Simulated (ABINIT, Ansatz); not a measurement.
**CsH (F-43m): third-order response**

Aim: Raman and infrared lines of CsH (F-43m).

Calculated with ABINIT 10.8.3; DFT LDA, scalar-relativistic, plane waves, PseudoDojo norm-conserving pseudopotentials.

The structure was built from a prototype and need not be the compound's stable phase.

## 1. The structure

The structure is cubic, space group F-43m (No. 216). The conventional cell has a = 6.685 Å, b = 6.685 Å, c = 6.685 Å, α = 90.00°, β = 90.00°, γ = 90.00°. Nearest to Cs lie 4 H at 2.89 Å. Nearest to H lie 4 Cs at 2.89 Å. Farther neighbours are not listed.

## 2. Relaxation

The harmonic expansion needs vanishing forces, and a free crystal bears no stress, so cell and atoms are brought to rest. Stress is more sensitive to the basis than forces are: the last 3 Ha under the cutoff are smoothed with ecutsm, and the cutoff is raised above that of the later runs.

The starting cell comes from a relaxation made beforehand in Ansatz (LDA, PseudoDojo NC).

File relax.abi:

```
# relaxation
ionmov 2
optcell 2
dilatmx 1.08
ntime 40
tolmxf 1.0d-05
tolvrs 1.0d-14
prtwf 0
prtden 0
chksymtnons 0

# basis, mesh and filling
ecut 39.0
ecutsm 3.0
ngkpt 6 6 6
nshiftk 1
shiftk 0.0 0.0 0.0
istwfk *1
occopt 1
nband 5
nstep 100
diemac 9.0
prtebands 0
prtgsr 0

# cell and atoms
acell 8.933399116 8.933399116 8.933399116
rprim 
    0.0 0.7071067812 0.7071067812
    0.7071067812 0.0 0.7071067812
    0.7071067812 0.7071067812 0.0
ntypat 2
znucl 55 1
natom 2
typat 1 2
xred 
    0.0 0.0 0.0
    0.25 0.25 0.25
pp_dirpath "./pseudo"
pseudos "Cs.upf, H.upf"
```

On the command line:

```console
$ OMP_NUM_THREADS=1 mpirun -n 4 abinit relax.abi > relax.log
```

Numbers of over 12 decimals in the logs are rounded to 6 here.

relax.abo, the main output file:

```text
[banners, grids, parts of the stress and lines that vanish by symmetry left out]
- input  file    -> relax.abi
- output file    -> relax.abo
- root for input  files -> relaxi
[...]
Symmetries : space group F-4 3 m (#216); Bravais cF (face-center cubic)
[...]
mpw =        7443          nfft =      216000          nkpt =          16
[...]
== DATASET  1 ==================================================================
[...]
cutoff_energies: {ecut:  39.0, pawecutdg:  -1.0, }
[...]
ETOT  1  -23.989518375820    -2.399E+01 1.808E-02 4.721E+02
 ETOT  2  -24.019726712325    -3.021E-02 1.476E-05 5.966E+00
 ETOT  3  -24.020384243389    -6.575E-04 4.305E-06 1.227E+00
 ETOT  4  -24.020425379069    -4.114E-05 1.044E-06 2.671E-02
 ETOT  5  -24.020425889695    -5.106E-07 3.387E-08 4.538E-03
[...]
ETOT 13  -24.020426085390     1.705E-13 2.473E-16 2.295E-14
 ETOT 14  -24.020426085390    -3.553E-15 2.128E-17 2.120E-15
 At SCF step   14       vres2   =  2.12E-15 < tolvrs=  1.00E-14 =>converged.
[...]
sigma(1 1)=  6.39270090E-09  sigma(3 2)=  0.00000000E+00
  sigma(2 2)=  6.39270090E-09  sigma(3 1)=  0.00000000E+00
  sigma(3 3)=  6.39270090E-09  sigma(2 1)=  0.00000000E+00
[...]
convergence: {deltae: -3.553E-15, res2:  2.120E-15, residm:  2.128E-17, diffor: null, }
etotal    :  -2.40204261E+01
[...]
At Broyd/MD step   1, gradients are converged :
[...]
sigma(1 1)=  6.39270090E-09  sigma(3 2)=  0.00000000E+00
  sigma(2 2)=  6.39270090E-09  sigma(3 1)=  0.00000000E+00
  sigma(3 3)=  6.39270090E-09  sigma(2 1)=  0.00000000E+00
[...]
- sigma(1 1)=  1.88079754E-04  sigma(3 2)=  0.00000000E+00
- sigma(2 2)=  1.88079754E-04  sigma(3 1)=  0.00000000E+00
- sigma(3 3)=  1.88079754E-04  sigma(2 1)=  0.00000000E+00
[...]
fcart     -4.1627222982E-32 -2.0813611491E-31  1.2488166895E-31
           strten      6.3927009011E-09  6.3927009012E-09  6.3927009013E-09
================================================================================

[key lines of the parts left out:]
pressure_GPa:  -1.8808E-04
Total energy (etotal) [Ha]= -2.40204260853897E+01
```

It took 9.8 s on 4 MPI ranks of Arm Neoverse V2, shared host; 39 s of CPU time.

Little changed from the start: no atom moved by 0.005 Å and no cell edge by 0.1 %.

Numbers from this step:

| Quantity | Value |
| --- | --- |
| volume per atom | 37.35 Å³ |
| pressure | -1.88e-4 GPa |

## 3. Ground state

The response is built on these wavefunctions, so the potential is converged far more tightly than an energy would need. The mesh is shifted off Γ, since shifted meshes converge sums over the zone faster.

File gs.abi:

```
# ground state
tolvrs 1.0d-16
prtden 1
prtwf 1

# basis, mesh and filling
ecut 31.0
ngkpt 4 4 4
nshiftk 4
shiftk 
    0.5 0.5 0.5
    0.5 0.0 0.0
    0.0 0.5 0.0
    0.0 0.0 0.5
istwfk *1
occopt 1
nband 5
nstep 100
diemac 9.0
prtebands 0
prtgsr 0

# cell and atoms
acell 8.933399116 8.933399116 8.933399116
rprim 
    0.0 0.7071067812 0.7071067812
    0.7071067812 0.0 0.7071067812
    0.7071067812 0.7071067812 0.0
ntypat 2
znucl 55 1
natom 2
typat 1 2
xred 
    0.0 0.0 0.0
    0.25 0.25 0.25
pp_dirpath "./pseudo"
pseudos "Cs.upf, H.upf"
```

On the command line:

```console
$ OMP_NUM_THREADS=1 mpirun -n 4 abinit gs.abi > gs.log
```

gs.abo, the main output file:

```text
[banners, grids, parts of the stress and lines that vanish by symmetry left out]
- input  file    -> gs.abi
- output file    -> gs.abo
- root for input  files -> gsi
[...]
Symmetries : space group F-4 3 m (#216); Bravais cF (face-center cubic)
[...]
mpw =        4176          nfft =      110592          nkpt =          10
[...]
== DATASET  1 ==================================================================
[...]
cutoff_energies: {ecut:  31.0, pawecutdg:  -1.0, }
[...]
ETOT  1  -23.990518372226    -2.399E+01 2.221E-02 2.378E+02
 ETOT  2  -24.019799614720    -2.928E-02 7.722E-06 2.593E+00
 ETOT  3  -24.020330984390    -5.314E-04 3.665E-06 5.994E-01
 ETOT  4  -24.020371433289    -4.045E-05 9.371E-07 1.298E-02
 ETOT  5  -24.020371916460    -4.832E-07 3.154E-08 3.149E-03
[...]
ETOT 16  -24.020372229870    -6.395E-14 2.887E-20 2.851E-16
 ETOT 17  -24.020372229870     5.436E-13 6.299E-21 3.362E-17
 At SCF step   17       vres2   =  3.36E-17 < tolvrs=  1.00E-16 =>converged.
[...]
sigma(1 1)=  7.16588496E-07  sigma(3 2)=  0.00000000E+00
  sigma(2 2)=  7.16588496E-07  sigma(3 1)=  0.00000000E+00
  sigma(3 3)=  7.16588496E-07  sigma(2 1)=  0.00000000E+00
[...]
convergence: {deltae:  5.436E-13, res2:  3.362E-17, residm:  6.299E-21, diffor: null, }
etotal    :  -2.40203722E+01
[...]
sigma(1 1)=  7.16588496E-07  sigma(3 2)=  0.00000000E+00
  sigma(2 2)=  7.16588496E-07  sigma(3 1)=  0.00000000E+00
  sigma(3 3)=  7.16588496E-07  sigma(2 1)=  0.00000000E+00
[...]
- sigma(1 1)=  2.10827614E-02  sigma(3 2)=  0.00000000E+00
- sigma(2 2)=  2.10827614E-02  sigma(3 1)=  0.00000000E+00
- sigma(3 3)=  2.10827614E-02  sigma(2 1)=  0.00000000E+00
[...]
fcart     -0.0000000000E+00 -0.0000000000E+00 -0.0000000000E+00
           strten      7.1658849601E-07  7.1658849601E-07  7.1658849601E-07
================================================================================

[key lines of the parts left out:]
pressure_GPa:  -2.1083E-02
```

The job ended after 5.2 s (4 MPI ranks).

Read from the output:

```
pressure : -0.02108 GPa
```

The cell stands at -0.021 GPa, close enough for phonons.

## 4. The gap at rest

Empty bands on the ground state's density check that the gap assumed so far is there in this cell.

File gap.abi:

```
# empty bands on the ground state's density
iscf -2
getden_filepath "gso_DEN"
tolwfr 1.0d-12
nbdbuf 2
prtwf 0

# basis, mesh and filling
ecut 31.0
ngkpt 6 6 6
nshiftk 1
shiftk 0.0 0.0 0.0
istwfk *1
occopt 1
nband 9
nstep 100
diemac 9.0
prtebands 0
prtgsr 0

# cell and atoms
acell 8.933399116 8.933399116 8.933399116
rprim 
    0.0 0.7071067812 0.7071067812
    0.7071067812 0.0 0.7071067812
    0.7071067812 0.7071067812 0.0
ntypat 2
znucl 55 1
natom 2
typat 1 2
xred 
    0.0 0.0 0.0
    0.25 0.25 0.25
pp_dirpath "./pseudo"
pseudos "Cs.upf, H.upf"
```

On the command line:

```console
$ OMP_NUM_THREADS=1 mpirun -n 4 abinit gap.abi > gap.log
```

gap.abo, the main output file:

```text
[banners, grids, parts of the stress and lines that vanish by symmetry left out]
- input  file    -> gap.abi
- output file    -> gap.abo
- root for input  files -> gapi
[...]
Symmetries : space group F-4 3 m (#216); Bravais cF (face-center cubic)
[...]
mpw =        4184          nfft =      110592          nkpt =          16
[...]
== DATASET  1 ==================================================================
[...]
cutoff_energies: {ecut:  31.0, pawecutdg:  -1.0, }
[...]
-outvars: echo values of variables after computation
            acell      8.9333991160E+00  8.9333991160E+00  8.9333991160E+00 Bohr
================================================================================
```

It took 5.1 s on 4 MPI ranks.

Read from the output:

| Quantity | Value |
| --- | --- |
| gap on the k-mesh | 2.446 eV |

In this cell the gap on the mesh is 2.4 eV, indirect (smallest direct 2.5 eV), so fixed occupations hold.

## 5. Zone-centre response

The derivative of the wavefunctions by k comes first, since the response to a field is built on it; then the field and the displacements that symmetry doesn't supply are solved at q = 0. By the 2n+1 theorem the first-order wavefunctions also give third derivatives: Raman tensors and the non-linear susceptibility.

It reads the wavefunctions written in step 3.

File dfpt_gamma.abi:

```
ndtset 3

# common to the responses
getwfk_filepath "gso_WFK"
kptopt 2
nqpt 1
qpt 0.0 0.0 0.0
asr 0
chneut 0

# d/dk
rfelfd1 2
rfdir1 1 1 1
iscf1 -3
tolwfr1 1.0d-20

# displacements, field
rfphon2 1
rfatpol2 1 2
rfdir2 1 1 1
rfelfd2 3
getddk2 1
tolvrs2 1.0d-10
prepanl2 1
prtden2 1

# third order
optdriver3 5
getden_filepath3 "gso_DEN"
get1den3 2
get1wf3 2
getddk3 1
d3e_pert1_elfd3 1
d3e_pert1_phon3 1
d3e_pert1_atpol3 1 2
d3e_pert1_dir3 1 1 1
d3e_pert2_elfd3 1
d3e_pert2_dir3 1 1 1
d3e_pert3_elfd3 1
d3e_pert3_dir3 1 1 1
usepead3 1
tolvrs3 1.0d-10

# basis, mesh and filling
ecut 31.0
ngkpt 4 4 4
nshiftk 4
shiftk 
    0.5 0.5 0.5
    0.5 0.0 0.0
    0.0 0.5 0.0
    0.0 0.0 0.5
istwfk *1
occopt 1
nband 5
nstep 100
diemac 9.0
prtebands 0
prtgsr 0

# cell and atoms
acell 8.933399116 8.933399116 8.933399116
rprim 
    0.0 0.7071067812 0.7071067812
    0.7071067812 0.0 0.7071067812
    0.7071067812 0.7071067812 0.0
ntypat 2
znucl 55 1
natom 2
typat 1 2
xred 
    0.0 0.0 0.0
    0.25 0.25 0.25
pp_dirpath "./pseudo"
pseudos "Cs.upf, H.upf"
```

On the command line:

```console
$ OMP_NUM_THREADS=1 mpirun -n 4 abinit dfpt_gamma.abi > dfpt_gamma.log
```

dfpt_gamma.abo, the main output file:

```text
[banners, grids, parts of the stress and lines that vanish by symmetry left out]
- input  file    -> dfpt_gamma.abi
- output file    -> dfpt_gamma.abo
- root for input  files -> dfpt_gammai
[...]
DATASET    1 : space group F-4 3 m (#216); Bravais cF (face-center cubic)
[...]
nfft =      110592          nkpt =         128
[...]
DATASET    2 : space group F-4 3 m (#216); Bravais cF (face-center cubic)
[...]
nfft =      110592          nkpt =         128
[...]
DATASET    3 : space group F-4 3 m (#216); Bravais cF (face-center cubic)
[...]
mpw =        4176          nfft =      110592          nkpt =         128
[...]
== DATASET  1 ==================================================================
[...]
cutoff_energies: {ecut:  31.0, pawecutdg:  -1.0, }
[...]
-  1.00000   1.00000  180309                  znucl, zion, pspdat
[...]
Perturbation : derivative vs k along direction   1
[...]
-ETOT  1  -8.434386     -8.434E+00 1.677E-02 0.000E+00
 ETOT  2  -8.437739     -3.353E-03 2.110E-04 0.000E+00
 ETOT  3  -8.437875     -1.359E-04 1.115E-05 0.000E+00
 ETOT  4  -8.437884     -8.868E-06 7.911E-07 0.000E+00
 ETOT  5  -8.437884     -6.391E-07 6.160E-08 0.000E+00
[...]
At SCF step   17   max residual=  9.99E-21 < tolwfr=  1.00E-20 =>converged.
[...]
Perturbation : derivative vs k along direction   2
[...]
-ETOT  1  -8.434386     -8.434E+00 1.677E-02 0.000E+00
[...]
At SCF step   17   max residual=  9.99E-21 < tolwfr=  1.00E-20 =>converged.
[...]
Perturbation : derivative vs k along direction   3
[...]
-ETOT  1  -8.434386     -8.434E+00 1.677E-02 0.000E+00
[...]
At SCF step   17   max residual=  9.99E-21 < tolwfr=  1.00E-20 =>converged.
[...]
1        1       1.9453957745    0.0000000000
     1        2       0.9726978872   -0.0000000000
     1        3       0.9726978872    0.0000000000
     2        1       0.9726978872   -0.0000000000
     2        2       1.9453957745   -0.0000000000
     2        3       0.9726978873   -0.0000000000
     3        1       0.9726978872    0.0000000000
     3        2       0.9726978873   -0.0000000000
     3        3       1.9453957745   -0.0000000000
[...]
== DATASET  2 ==================================================================
[...]
cutoff_energies: {ecut:  31.0, pawecutdg:  -1.0, }
[...]
Perturbation : displacement of atom   1   along direction   1
[...]
-ETOT  1   1.263618     -7.616E+02 3.740E+00 5.022E+01
[...]
At SCF step   12       vres2   =  1.18E-12 < tolvrs=  1.00E-10 =>converged.
[...]
Perturbation : displacement of atom   2   along direction   1
[...]
-ETOT  1   1.245023     -7.551E+01 7.092E-02 1.995E+03
[...]
At SCF step   12       vres2   =  1.23E-12 < tolvrs=  1.00E-10 =>converged.
[...]
Perturbation : homogeneous electric field along direction   1
[...]
-ETOT  1  -48.555799773638     -4.856E+01 1.995E-01 3.365E+04
[...]
At SCF step   13       vres2   =  5.90E-12 < tolvrs=  1.00E-10 =>converged.
[...]
Perturbation : homogeneous electric field along direction   2
[...]
-ETOT  1  -48.555799773271     -4.856E+01 1.995E-01 3.365E+04
[...]
At SCF step   13       vres2   =  5.90E-12 < tolvrs=  1.00E-10 =>converged.
[...]
Perturbation : homogeneous electric field along direction   3
[...]
-ETOT  1  -48.555799772903     -4.856E+01 1.995E-01 3.365E+04
[...]
ETOT 12  -55.705536756444     -2.935E-12 1.839E-13 4.043E-10
 ETOT 13  -55.705536756445     -2.416E-13 2.157E-14 5.899E-12
 At SCF step   13       vres2   =  5.90E-12 < tolvrs=  1.00E-10 =>converged.
[...]
Dielectric tensor, in cartesian coordinates,
[...]
1    4   1    4         2.8713520261        -0.0000000000
   1    4   2    4        -0.0000000000        -0.0000000000
   1    4   3    4        -0.0000000000        -0.0000000000
   2    4   1    4        -0.0000000000        -0.0000000000
   2    4   2    4         2.8713520261        -0.0000000000
   2    4   3    4         0.0000000000        -0.0000000000
   3    4   1    4        -0.0000000000        -0.0000000000
   3    4   2    4         0.0000000000        -0.0000000000
   3    4   3    4         2.8713520261        -0.0000000000
  Effective charges, in cartesian coordinates,
[...]
1    1   1    4         0.9890758016         0.0000000000
   2    1   1    4        -0.0000000000         0.0000000000
   3    1   1    4        -0.0000000000         0.0000000000
   1    2   1    4        -0.9890224609         0.0000000000
   2    2   1    4        -0.0000000000         0.0000000000
[...]
Effective charges, in cartesian coordinates,
[...]
2    4   1    2         0.0000000000         0.0000000000
   3    4   1    2         0.0000000000         0.0000000000
   1    4   2    2         0.0000000000         0.0000000000
   2    4   2    2        -0.9890224576         0.0000000000
   3    4   2    2         0.0000000000         0.0000000000
   1    4   3    2        -0.0000000000         0.0000000000
   2    4   3    2        -0.0000000000         0.0000000000
   3    4   3    2        -0.9890224576         0.0000000000
  Phonon wavevector (reduced coordinates) :  0.00000  0.00000  0.00000
 Phonon energies in Hartree :
[...]
Phonon frequencies in cm-1    :
-  8.348096E-02  8.348149E-02  8.348307E-02  5.415323E+02  5.415323E+02
-  5.415323E+02
  Phonon at Gamma, with non-analyticity in the
[...]
Phonon energies in Hartree :
[...]
Phonon frequencies in cm-1    :
-  8.348096E-02  8.348149E-02  8.349968E-02  5.415323E+02  5.415323E+02
-  7.194241E+02
  Phonon at Gamma, with non-analyticity in the
[...]
Phonon energies in Hartree :
[...]
Phonon frequencies in cm-1    :
-  8.348096E-02  8.348307E-02  8.349810E-02  5.415323E+02  5.415323E+02
-  7.194241E+02
  Phonon at Gamma, with non-analyticity in the
[...]
Phonon energies in Hartree :
[...]
Phonon frequencies in cm-1    :
-  8.348149E-02  8.348307E-02  8.349757E-02  5.415323E+02  5.415323E+02
-  7.194241E+02
[...]
== DATASET  3 ==================================================================
[...]
cutoff_energies: {ecut:  31.0, pawecutdg:  -1.0, }
[...]
j1 : displacement of atom   1 along direction   1
[...]
j1 : displacement of atom   2 along direction   1
[...]
j2 : displacement of atom   1 along direction   1
[...]
j2 : displacement of atom   2 along direction   1
[...]
j2 : displacement of atom   1 along direction   1
[...]
j2 : displacement of atom   2 along direction   1
[...]
1          1        0.000000000       -0.000000000       -0.000000000
[...]
1          2       -0.000000000        0.000000000        0.020833216
[...]
1          3        0.000000000        0.020833216        0.000000000
[...]
2          1       -0.000000000        0.000000000        0.000000000
[...]
2          2        0.000000000       -0.000000000       -0.020876289
[...]
2          3       -0.000000000       -0.020876289       -0.000000000
[...]
strten2     0.0000000000E+00  0.0000000000E+00  0.0000000000E+00
           strten3     0.0000000000E+00  0.0000000000E+00  0.0000000000E+00
================================================================================
```

Elapsed: 3.9 min, on 4 MPI ranks.

This step gave:

```
miss of the charge sum rule                                       : 5.33e-5 e
largest acoustic frequency at the zone centre before the sum rule : 0.08 cm⁻¹
highest optical zone-centre mode (no LO-TO term)                  : 541.5 cm⁻¹
lowest optical zone-centre mode                                   : 541.5 cm⁻¹
mean high-frequency dielectric constant                           : 2.871
largest Born charge in size (third of the trace)                  : 0.9891 e
```

Born charge (rows field, columns displacement), before the sum rule (e), principal values of the symmetric part by kind of site:

```csv
atom,atoms with these values,low,middle,high,mean
Cs1,1,0.9891,0.9891,0.9891,0.9891
H2,1,-0.9890,-0.9890,-0.9890,-0.9890
```

In full for Cs1:

```
0.9891 0.0000 0.0000
0.0000 0.9891 0.0000
0.0000 0.0000 0.9891
```

High-frequency dielectric tensor:

```
2.87 0.00 0.00
0.00 2.87 0.00
0.00 0.00 2.87
```

The acoustic modes at Γ come out as far as 0.1 cm⁻¹ from zero, where they should vanish, a small numerical error; the Born charges miss their sum rule by 5.3e-5 e, which is good.

(Continued in part 2 of 3.)

[Host names and launcher messages were left out of these logs when they were recorded.]

[Logs are printed without paths, hosts, clocks, repeated set-up lines and the standing remarks that a program may print on its own settings, such as how far it seeks lower states.]

[Hosts, paths, dates, database ids (printed as entryN), source tags and the programs' standing remarks are cut or masked in the printed files.]
